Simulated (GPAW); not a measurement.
**An Al chain with two Ag atoms in line: transmission at several levels**

How well does an Al chain with two Ag atoms in line conduct at low bias, and how far do basis and functional move the answer?

Program: GPAW 26.7.0. Level of theory: GPAW LCAO, PAW setups; Landauer transmission from Green's functions with principal layers (ASE), zero bias. Results are calculated unless marked as measured.

### 1. Set-up

The cell holds 14 atoms: 12 Al and 2 Ag. Its edges and angles: a = 9.000 Å, b = 9.000 Å, c = 34.062 Å, α = 90.0°, β = 90.0°, γ = 90.0°. Regions: left lead, 6 atoms (6 Al); channel, 2 atoms (2 Ag); right lead, 6 atoms (6 Al). Vacuum lies along a and b. The structure is stacked along c, and the current runs across the ab planes.

### 2. GPAW, dzp

Localised orbitals split the wire into layers that couple to their neighbours alone, which is what the Green's function method needs; double zeta with polarisation is the usual level for numbers.

Input file run.py:

```python
import json
import numpy as np
from ase import Atoms
from ase.transport.calculators import TransportCalculator
from gpaw import GPAW, FermiDirac
from gpaw.lcao.tools import get_lcao_hamiltonian
from scipy.linalg import eigh

# The junction with lead layers at both ends, along the third cell vector
device = Atoms(
    ['Al', 'Al', 'Al', 'Al', 'Al', 'Al', 'Ag', 'Ag', 'Al', 'Al', 'Al', 'Al', 'Al', 'Al'],
    positions=[
        [4.50000, 4.50000, 1.20000],
        [4.50000, 4.50000, 3.60000],
        [4.50000, 4.50000, 6.00000],
        [4.50000, 4.50000, 8.40000],
        [4.50000, 4.50000, 10.80000],
        [4.50000, 4.50000, 13.20000],
        [4.50000, 4.50000, 15.70120],
        [4.50000, 4.50000, 18.36120],
        [4.50000, 4.50000, 20.86240],
        [4.50000, 4.50000, 23.26240],
        [4.50000, 4.50000, 25.66240],
        [4.50000, 4.50000, 28.06240],
        [4.50000, 4.50000, 30.46240],
        [4.50000, 4.50000, 32.86240]],
    cell=[[9.0, 0.0, 0.0], [0.0, 9.0, 0.0], [0.0, 0.0, 34.0624]],
    pbc=True)

# One principal layer of the lead: the first 4 atoms of the device
lead = Atoms(
    ['Al', 'Al', 'Al', 'Al'],
    positions=[
        [4.50000, 4.50000, 1.20000],
        [4.50000, 4.50000, 3.60000],
        [4.50000, 4.50000, 6.00000],
        [4.50000, 4.50000, 8.40000]],
    cell=[[9.0, 0.0, 0.0], [0.0, 9.0, 0.0], [0.0, 0.0, 9.6]],
    pbc=True)

settings = dict(mode='lcao', basis='dzp', xc='PBE', h=0.2,
                occupations=FermiDirac(0.1), maxiter=250,
                mixer=dict(beta=0.1, nmaxold=8, weight=100.0),
                convergence=dict(density=0.0001))
energies = np.arange(-2, 2 + 1e-9, 0.05)
eta = 0.0001
n1, n2 = 1, 1
# k and -k transmit alike, so half of the mesh across the current serves
mesh = [(i, j) for i in range(n1) for j in range(n2) if (i, j) <= (-i % n1, -j % n2)]
weights = np.array([1 if (i, j) == (-i % n1, -j % n2) else 2 for i, j in mesh]) / (n1 * n2)

# [... helper functions left out ...]
fermi_lead = ground_state(lead, (1, 1, 12), 'lead.txt')
fermi_device = ground_state(device, (1, 1, 3), 'device.txt')
# [... loop over the mesh left out, but for ...]
        # Shift the lead onto the potential of the device's first layer
        shift = ((H[:, 0, 0] - H0[:, 0, 0]) / S0[0, 0]).real.mean()
# [...]
kT = 8.617333e-5 * 300
bias = [0.1, 0.2, 0.5, 1.0, 1.5, 2.0]
# [... integrals and printing left out ...]
```

Command:

```sh
$ OMP_NUM_THREADS=1 OPENBLAS_NUM_THREADS=1 python run.py
```

Log:

```text
basis functions: device 210, principal layer 52
Fermi level: lead -3.1259 eV, device -3.0694 eV; lead shifted by 0.0129 eV
largest coupling past the next layer 1.42e-15 eV, largest misfit of the first layer 0.076 eV
  E-E_F (eV)   T (one spin)  [channel counts left out]
    -2.000    9.1376e-02
    -1.950    1.1109e-01
    -1.900    1.3884e-01
    -1.850    1.7789e-01
    -1.800    2.3274e-01
    -1.750    3.0916e-01
    -1.700    4.1334e-01
    -1.650    5.4865e-01
    -1.600    7.0843e-01
    -1.550    8.6631e-01
    -1.500    9.7566e-01
    -1.450    9.9047e-01
    -1.400    8.8978e-01
    -1.350    6.6392e-01
    -1.300    2.3123e-01
    -1.250    1.3113e-06
[...]
1.650    4.3951e-01
     1.700    4.6978e-01
     1.750    5.0127e-01
     1.800    5.3413e-01
     1.850    5.6853e-01
     1.900    6.0461e-01
     1.950    6.4257e-01
     2.000    6.8258e-01
conductance at 300 K: 0.033206 G0 a cell; thermopower -10.22 uV/K
current from the zero-bias T(E) at 0.1 V: 0.25483 uA
current from the zero-bias T(E) at 0.2 V: 0.4958 uA
current from the zero-bias T(E) at 0.5 V: 1.0696 uA
current from the zero-bias T(E) at 1.0 V: 1.723 uA
current from the zero-bias T(E) at 1.5 V: 2.4224 uA
current from the zero-bias T(E) at 2.0 V: 3.4913 uA
```

The job ended after 57 s (1 thread of Arm Neoverse V2, shared host; peak memory 1.1 GiB).

This step gave:

| Property | Result |
| --- | --- |
| conductance | 0.03321 G₀ |
| thermopower | -10.22 μV/K |
| largest coupling past the next principal layer | 1.42e-15 eV |
| largest misfit of the first principal layer | 0.07637 eV |
| shift that aligns the lead | 0.01292 eV |
| basis functions of the junction | 210 |
| basis functions of a principal layer | 52 |
| transmission at the Fermi level (one spin) | 0.03429 |

One spin. The transmission, zone mean by energy, zero at the Fermi level:

energy (eV), transmission, zone mean and a bar:
```
   -2.000      0.091 ###
   -1.800      0.233 #######
   -1.600      0.708 #####################
   -1.450      0.990 ##############################
   -1.400      0.890 ###########################
   -1.200      0.000 
   -1.000      0.000 
   -0.800      0.000 
   -0.600      0.000 
   -0.400      0.000 
   -0.200      0.012 
    0.000      0.034 #
    0.200      0.033 #
    0.400      0.031 #
    0.600      0.035 #
    0.800      0.043 #
    1.000      0.091 ###
    1.200      0.198 ######
    1.400      0.301 #########
    1.600      0.410 ############
    1.800      0.534 ################
    2.000      0.683 #####################
```

Not self-consistent under bias; the bias window is split evenly. Table of current through one cell, from the zero-bias transmission by bias:

```tsv
bias (V)	current through one cell, from the zero-bias transmission (μA)
0.100	0.255
0.200	0.496
0.500	1.07
1.000	1.72
1.500	2.42
2.000	3.49
```

The transmission of the three most open eigenchannels by energy, zero at the Fermi level:

```tsv
energy (eV)	channel 1	channel 2	channel 3
-2.000	0.0914	0	0
-1.800	0.233	0	0
-1.600	0.708	0	0
-1.400	0.890	0	0
-1.200	2.7e-6	0	0
-1.000	5.8e-10	0	0
-0.800	5.9e-11	0	0
-0.600	2.2e-11	0	0
-0.400	1.1e-10	1.1e-10	1.9e-11
-0.200	0.00621	0.00621	4.3e-11
0.000	0.0171	0.0171	3.8e-9
0.200	0.0164	0.0164	8.7e-11
0.400	0.0156	0.0156	3.9e-11
0.600	0.0174	0.0174	6.0e-11
0.800	0.0217	0.0217	4.1e-10
1.000	0.0329	0.0288	0.0288
1.200	0.119	0.0396	0.0396
1.400	0.191	0.0553	0.0553
1.600	0.255	0.0777	0.0777
1.800	0.316	0.109	0.109
2.000	0.375	0.154	0.154
```

Couplings past the next layer reach 1.4e-15 eV, small enough to drop; the matrix elements of the cell's first layer differ from the bulk lead's by up to 0.076 eV. That layer keeps its own values in the calculation, and only beyond it is the lead taken as perfect. The Fermi levels of lead and junction count from different zeros of potential, one for each periodic cell; with both set to zero, the small remaining shift is what aligns them. By hand: G = 0.03321 × 77.48 μS = 2.57 μS, a resistance of 389 kΩ; at 0.1 V a linear junction would pass 0.257 μA, and the integral over the bias window gives 0.255 μA. Mott's formula, S = -(π²/3)(k_B²T/e) d ln T/dE, has the prefactor 7.33 μV/K·eV at 300 K; T = 0.03107 at -0.05 eV and 0.03532 at 0.05 eV give a slope of 1.28 per eV and S = -9.39 μV/K, beside -10.2 μV/K from the thermal integral, which interpolates the same grid.

### 3. GPAW, szp: basis = "szp(dzp)"

The second zeta is dropped, the polarisation orbitals stay.

Changes to run.py since step 2:

```diff
@@ -40,3 +40,3 @@
 
-settings = dict(mode='lcao', basis='dzp', xc='PBE', h=0.2,
+settings = dict(mode='lcao', basis='szp(dzp)', xc='PBE', h=0.2,
                 occupations=FermiDirac(0.1), maxiter=250,
```

Log:

```text
basis functions: device 138, principal layer 36
Fermi level: lead -3.5823 eV, device -3.4361 eV; lead shifted by 0.0182 eV
largest coupling past the next layer 1.49e-15 eV, largest misfit of the first layer 0.095 eV
  E-E_F (eV)   T (one spin)  [channel counts left out]
    -2.000    6.7452e-02
    -1.950    7.9096e-02
    -1.900    9.5285e-02
    -1.850    1.1784e-01
    -1.800    1.4952e-01
    -1.750    1.9447e-01
    -1.700    2.5898e-01
    -1.650    3.5231e-01
    -1.600    4.8649e-01
    -1.550    6.7089e-01
    -1.500    8.8511e-01
    -1.450    9.9509e-01
    -1.400    6.3267e-01
    -1.350    9.4207e-07
    -1.300    2.5926e-07
    -1.250    3.1561e-06
[...]
1.650    3.9795e-01
     1.700    4.2096e-01
     1.750    4.4483e-01
     1.800    4.6964e-01
     1.850    4.9552e-01
     1.900    5.2257e-01
     1.950    5.5090e-01
     2.000    5.8064e-01
conductance at 300 K: 0.022832 G0 a cell; thermopower -10.69 uV/K
current from the zero-bias T(E) at 0.1 V: 0.17499 uA
current from the zero-bias T(E) at 0.2 V: 0.33925 uA
current from the zero-bias T(E) at 0.5 V: 0.72289 uA
current from the zero-bias T(E) at 1.0 V: 1.1727 uA
current from the zero-bias T(E) at 1.5 V: 1.685 uA
current from the zero-bias T(E) at 2.0 V: 3.2488 uA
```

It took 49 s on 1 thread; peak memory 1.1 GiB.

Numbers from this step:

```yaml
conductance: 0.02283 G₀
thermopower: -10.69 μV/K
largest_coupling_past_the_next_principal_layer: 1.49e-15 eV
largest_misfit_of_the_first_principal_layer: 0.09549 eV
shift_that_aligns_the_lead: 0.01816 eV
basis_functions_of_the_junction: 138
basis_functions_of_a_principal_layer: 36
transmission_at_the_fermi_level_one_spin: 0.02368
```

One spin. Table of transmission, zone mean by energy, zero at the Fermi level:

energy (eV), transmission, zone mean and a bar:
```
    -2.00      0.067 ##
    -1.90      0.095 ###
    -1.80      0.150 #####
    -1.70      0.259 ########
    -1.55      0.671 ####################
    -1.45      0.995 ##############################
    -1.35      0.000 
    -1.25      0.000 
    -1.15      0.000 
    -1.05      0.000 
    -0.90      0.000 
    -0.80      0.000 
    -0.70      0.000 
    -0.60      0.000 
    -0.50      0.000 
    -0.40      0.000 
    -0.25      0.004 
    -0.15      0.012 
    -0.05      0.021 #
     0.00      0.024 #
     0.05      0.024 #
     0.15      0.023 #
     0.25      0.022 #
     0.40      0.022 #
     0.50      0.023 #
     0.60      0.025 #
     0.70      0.028 #
     0.80      0.044 #
     0.90      0.092 ###
     1.05      0.155 #####
     1.15      0.195 ######
     1.25      0.234 #######
     1.35      0.273 ########
     1.45      0.312 #########
     1.55      0.354 ###########
     1.70      0.421 #############
     1.80      0.470 ##############
     1.90      0.523 ################
     2.00      0.581 ##################
```

Not self-consistent under bias; the bias window is split evenly. Current through one cell, from the zero-bias transmission against bias:

```tsv
bias (V)	current through one cell, from the zero-bias transmission (μA)
0.100	0.175
0.200	0.339
0.500	0.723
1.000	1.17
1.500	1.69
2.000	3.25
```

The transmission of the three most open eigenchannels by energy, zero at the Fermi level:

```tsv
energy (eV)	channel 1	channel 2	channel 3
-2.00	0.0675	0	0
-1.85	0.118	0	0
-1.70	0.259	0	0
-1.60	0.486	0	0
-1.45	0.995	0	0
-1.30	2.6e-7	0	0
-1.15	6.1e-9	0	0
-1.05	5.4e-10	0	0
-0.90	7.4e-11	0	0
-0.75	2.5e-11	0	0
-0.60	1.5e-11	0	0
-0.50	1.4e-11	0	0
-0.35	4.9e-8	4.9e-8	1.8e-11
-0.20	0.00364	0.00364	4.5e-11
-0.05	0.0107	0.0107	6.3e-10
0.00	0.0118	0.0118	4.1e-8
0.05	0.0121	0.0121	1.3e-9
0.20	0.0113	0.0113	1.0e-10
0.35	0.0109	0.0109	7.3e-11
0.50	0.0116	0.0116	1.2e-10
0.60	0.0125	0.0125	3.0e-10
0.75	0.0146	0.0146	1.4e-8
0.90	0.0563	0.0178	0.0178
1.05	0.110	0.0225	0.0225
1.15	0.142	0.0265	0.0265
1.30	0.185	0.0340	0.0340
1.45	0.225	0.0435	0.0435
1.60	0.265	0.0555	0.0555
1.70	0.291	0.0651	0.0651
1.85	0.330	0.0828	0.0828
2.00	0.370	0.105	0.105
```

The conductance, 0.0228 G₀, lies 31 % below that of the dzp run.

### 4. GPAW, sz: basis = "sz(dzp)"

One function for each valence shell of the setup, as for a first survey of a large system.

Changes to run.py since step 3:

```diff
@@ -40,3 +40,3 @@
 
-settings = dict(mode='lcao', basis='szp(dzp)', xc='PBE', h=0.2,
+settings = dict(mode='lcao', basis='sz(dzp)', xc='PBE', h=0.2,
                 occupations=FermiDirac(0.1), maxiter=250,
```

Log:

```text
basis functions: device 72, principal layer 16
Fermi level: lead -3.8293 eV, device -3.6347 eV; lead shifted by 0.0299 eV
largest coupling past the next layer 9.58e-16 eV, largest misfit of the first layer 0.124 eV
  E-E_F (eV)   T (one spin)  [channel counts left out]
    -2.000    4.3003e-02
    -1.950    4.3968e-02
    -1.900    4.5691e-02
[...]
1.950    4.6053e-01
     2.000    4.7961e-01
conductance at 300 K: 0.028972 G0 a cell; thermopower -6.88 uV/K
current from the zero-bias T(E) at 0.1 V: 0.22195 uA
current from the zero-bias T(E) at 0.2 V: 0.42974 uA
current from the zero-bias T(E) at 0.5 V: 0.90537 uA
current from the zero-bias T(E) at 1.0 V: 1.4187 uA
current from the zero-bias T(E) at 1.5 V: 2.1274 uA
current from the zero-bias T(E) at 2.0 V: 4.3482 uA
```

Elapsed: 32 s, on 1 thread; peak memory 1 GiB.

This step gave:

```
conductance                                    : 0.02897 G₀
thermopower                                    : -6.880 μV/K
largest coupling past the next principal layer : 9.58e-16 eV
largest misfit of the first principal layer    : 0.1242 eV
shift that aligns the lead                     : 0.02994 eV
basis functions of the junction                : 72
basis functions of a principal layer           : 16
transmission at the Fermi level (one spin)     : 0.03007
```

One spin. Transmission, zone mean against energy, zero at the Fermi level:

energy (eV), transmission, zone mean and a bar:
```
    -2.00      0.043 ###
    -1.85      0.048 ###
    -1.70      0.000 
    -1.60      0.000 
    -1.45      0.000 
    -1.30      0.000 
    -1.15      0.000 
    -1.05      0.000 
    -0.90      0.000 
    -0.75      0.000 
    -0.60      0.000 
    -0.50      0.000 
    -0.35      0.003 
    -0.20      0.011 #
    -0.05      0.028 ##
     0.00      0.030 ##
     0.05      0.030 ##
     0.20      0.026 ##
     0.35      0.024 ##
     0.50      0.025 ##
     0.60      0.026 ##
     0.75      0.071 ####
     0.90      0.125 ########
     1.05      0.171 ###########
     1.15      0.201 #############
     1.30      0.245 ###############
     1.45      0.290 ##################
     1.60      0.338 #####################
     1.70      0.371 #######################
     1.85      0.424 ###########################
     2.00      0.480 ##############################
```

The conductance, 0.0290 G₀, lies 13 % below that of the dzp run.

### 5. RPBE in the dzp basis: xc = "RPBE"

Back in the dzp basis, the functional changes from PBE to RPBE, to set the spread between functionals beside that between bases.

Changes to run.py since step 4:

```diff
@@ -40,3 +40,3 @@
 
-settings = dict(mode='lcao', basis='sz(dzp)', xc='PBE', h=0.2,
+settings = dict(mode='lcao', basis='dzp', xc='RPBE', h=0.2,
                 occupations=FermiDirac(0.1), maxiter=250,
```

Log:

```text
basis functions: device 210, principal layer 52
Fermi level: lead -3.0705 eV, device -2.9994 eV; lead shifted by 0.0111 eV
largest coupling past the next layer 1.29e-15 eV, largest misfit of the first layer 0.076 eV
  E-E_F (eV)   T (one spin)  [channel counts left out]
    -2.000    8.9027e-02
    -1.950    1.0957e-01
    -1.900    1.3833e-01
[...]
1.950    6.4412e-01
     2.000    6.8741e-01
conductance at 300 K: 0.032921 G0 a cell; thermopower -10.03 uV/K
current from the zero-bias T(E) at 0.1 V: 0.25272 uA
current from the zero-bias T(E) at 0.2 V: 0.49214 uA
current from the zero-bias T(E) at 0.5 V: 1.0655 uA
current from the zero-bias T(E) at 1.0 V: 1.7215 uA
current from the zero-bias T(E) at 1.5 V: 2.4294 uA
current from the zero-bias T(E) at 2.0 V: 3.4113 uA
```

The job ended after 58 s (1 thread; peak memory 1.1 GiB).

Numbers from this step:

```yaml
conductance: 0.03292 G₀
thermopower: -10.03 μV/K
largest_coupling_past_the_next_principal_layer: 1.29e-15 eV
largest_misfit_of_the_first_principal_layer: 0.07572 eV
shift_that_aligns_the_lead: 0.01109 eV
basis_functions_of_the_junction: 210
basis_functions_of_a_principal_layer: 52
transmission_at_the_fermi_level_one_spin: 0.03395
```

One spin. Transmission, zone mean against energy, zero at the Fermi level:

energy (eV), transmission, zone mean and a bar:
```
    -2.00      0.089 ###
    -1.90      0.138 ####
    -1.80      0.235 #######
    -1.70      0.420 #############
    -1.55      0.875 ###########################
    -1.45      0.987 ##############################
    -1.35      0.633 ###################
    -1.25      0.000 
    -1.15      0.000 
    -1.05      0.000 
    -0.90      0.000 
    -0.80      0.000 
    -0.70      0.000 
    -0.60      0.000 
    -0.50      0.000 
    -0.40      0.000 
    -0.25      0.008 
    -0.15      0.019 #
    -0.05      0.031 #
     0.00      0.034 #
     0.05      0.035 #
     0.15      0.034 #
     0.25      0.032 #
     0.40      0.031 #
     0.50      0.033 #
     0.60      0.035 #
     0.70      0.039 #
     0.80      0.044 #
     0.90      0.051 ##
     1.05      0.087 ###
     1.15      0.144 ####
     1.25      0.198 ######
     1.35      0.253 ########
     1.45      0.308 #########
     1.55      0.365 ###########
     1.70      0.459 ##############
     1.80      0.527 ################
     1.90      0.603 ##################
     2.00      0.687 #####################
```

The conductance, 0.0329 G₀, lies 0.9 % below that of the dzp run.

### 6. Cost and result by level

Times are for 1 thread of Arm Neoverse V2, shared host. Results by setting:

```tsv
no.	run	conductance (G₀)	time	memory (GiB)
1	dzp	0.03321	57 s	1.1
2	szp	0.02283	49 s	1.1
3	sz	0.02897	32 s	1.0
4	dzp RPBE	0.03292	58 s	1.1
```

### 7. Comparison

The curves are compared point by point over the common energies.

This step: comparison of transmission and cost over codes and levels (GPAW 26.7.0).

Ladder, by row:

```tsv
step	code	T at the Fermi level (sum over the listed spins)	conductance (G0)	r.m.s. T(E) from the first	wall time (s)	peak memory (GiB)	threads
dzp	GPAW	0.03429	0.03321	0	57.17	1.15	1
szp	GPAW	0.02368	0.02283	0.09955	49.4	1.12	1
sz	GPAW	0.03007	0.02897	0.2556	32.4	1.03	1
dzp-RPBE	GPAW	0.03395	0.03292	0.01396	57.76	1.15	1
```

Transmission, zone mean, sum over the listed spins against energy, zero at the Fermi level:

```tsv
energy (eV)	dzp	szp	sz	dzp-RPBE
-2.00	0.0914	0.0675	0.0430	0.0890
-1.85	0.178	0.118	0.0475	0.179
-1.70	0.413	0.259	9.6e-7	0.420
-1.50	0.976	0.885	1.3e-8	0.980
-1.45	0.990	0.995	1.5e-8	0.987
-1.35	0.664	9.4e-7	1.1e-8	0.633
-1.20	2.7e-6	5.8e-8	1.3e-10	1.0e-6
-1.05	1.5e-9	5.4e-10	2.1e-11	1.2e-9
-0.90	1.5e-10	7.4e-11	7.9e-12	1.2e-10
-0.70	3.3e-11	2.0e-11	4.6e-12	2.7e-11
-0.55	2.0e-11	1.4e-11	4.8e-12	1.6e-11
-0.40	2.3e-10	1.7e-11	7.1e-10	2.6e-10
-0.25	0.00751	0.00413	0.00642	0.00771
-0.10	0.0256	0.0171	0.0231	0.0256
0.00	0.0343	0.0237	0.0301	0.0340
0.10	0.0349	0.0239	0.0288	0.0347
0.25	0.0319	0.0221	0.0250	0.0319
0.40	0.0312	0.0221	0.0241	0.0313
0.55	0.0335	0.0240	0.0255	0.0337
0.70	0.0385	0.0276	0.0494	0.0391
0.90	0.0497	0.0920	0.125	0.0509
1.05	0.119	0.155	0.171	0.0870
1.20	0.198	0.214	0.215	0.171
1.35	0.276	0.273	0.260	0.253
1.50	0.355	0.333	0.306	0.336
1.70	0.470	0.421	0.371	0.459
1.85	0.569	0.496	0.424	0.564
2.00	0.683	0.581	0.480	0.687
```

[end of part 1 of 2]

[Logs are printed without paths, hosts, clocks, repeated set-up lines and the standing remarks that a program may print on its own settings, such as how far it seeks lower states.]

[Hosts, paths, dates, database ids (printed as entryN), source tags and the programs' standing remarks are cut or masked in the printed files.]
